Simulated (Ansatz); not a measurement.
An input for Ansatz 0.2.0 (Bi2Te3 (end member in the same supercell) (R-3m)):

```yaml
crystal:
  lattice:
    - [-8.772, 0.0, 0.0]
    - [4.386, 7.596774842, 0.0]
    - [0.0, -5.0645165613, -10.1656666667]
  atoms:
    - { symbol: Bi, position: [0.6, 0.2, 0.8] }
    - { symbol: Bi, position: [0.1, 0.2, 0.8] }
    - { symbol: Bi, position: [0.6, 0.7, 0.8] }
    - { symbol: Bi, position: [0.1, 0.7, 0.8] }
    - { symbol: Bi, position: [0.4, 0.8, 0.2] }
    - { symbol: Bi, position: [0.9, 0.8, 0.2] }
    - { symbol: Bi, position: [0.4, 0.3, 0.2] }
    - { symbol: Bi, position: [0.9, 0.3, 0.2] }
    - { symbol: Te, position: [0.0, 0.0, 0.0] }
    - { symbol: Te, position: [0.5, 0.0, 0.0] }
    - { symbol: Te, position: [0.0, 0.5, 0.0] }
    - { symbol: Te, position: [0.5, 0.5, 0.0] }
    - { symbol: Te, position: [0.7905, 0.581, 0.3715] }
    - { symbol: Te, position: [0.2905, 0.581, 0.3715] }
    - { symbol: Te, position: [0.7905, 0.081, 0.3715] }
    - { symbol: Te, position: [0.2905, 0.081, 0.3715] }
    - { symbol: Te, position: [0.2095, 0.419, 0.6285] }
    - { symbol: Te, position: [0.7095, 0.419, 0.6285] }
    - { symbol: Te, position: [0.2095, 0.919, 0.6285] }
    - { symbol: Te, position: [0.7095, 0.919, 0.6285] }
kpoints:
  mp_grid: { grid: [4, 4, 4] }
hamiltonian:
  xc: pbesol
  dispersion: d3bj
  pseudopotentials: { kind: paw, azcp: { folder: soft_1 }, xc_functional: pbe }
scf:
  occupations: { method: fermi_dirac, width: 0.02 }
relax:
  f_tol: 0.02
  max_steps: 100
  cell: {}
```

```sh
ansatz run input.yaml --threads 4 --pin off --max-ram 17510MiB --backend cpu --events-out ev --progress --plain --runs-dir out
```

Q: How long will it take on 4 threads of Arm Neoverse V1, shared host, and how much memory?

It took 2.1 min; on shared hardware allow 64 s to 4.3 min. Peak host memory was 3.0 GiB. The sizes that set the cost: 12471 plane waves a state, 13 irreducible k points and 38 SCF cycles.

[Paths, hosts, dates, memory and timing lines, banners, echoed tables and standing remarks are left out of the program output.]

[Logs are printed without paths, hosts, clocks, repeated set-up lines and the standing remarks that a program may print on its own settings, such as how far it seeks lower states.]

[Runs of the session that timed out or met a known fault of the program may be left out.]

[Cells called generated may have been cut or substituted from an entry of the Crystallography Open Database or the Materials Project.]

[Hosts, paths, dates, database ids (printed as entryN), source tags and the programs' standing remarks are cut or masked in the printed files.]
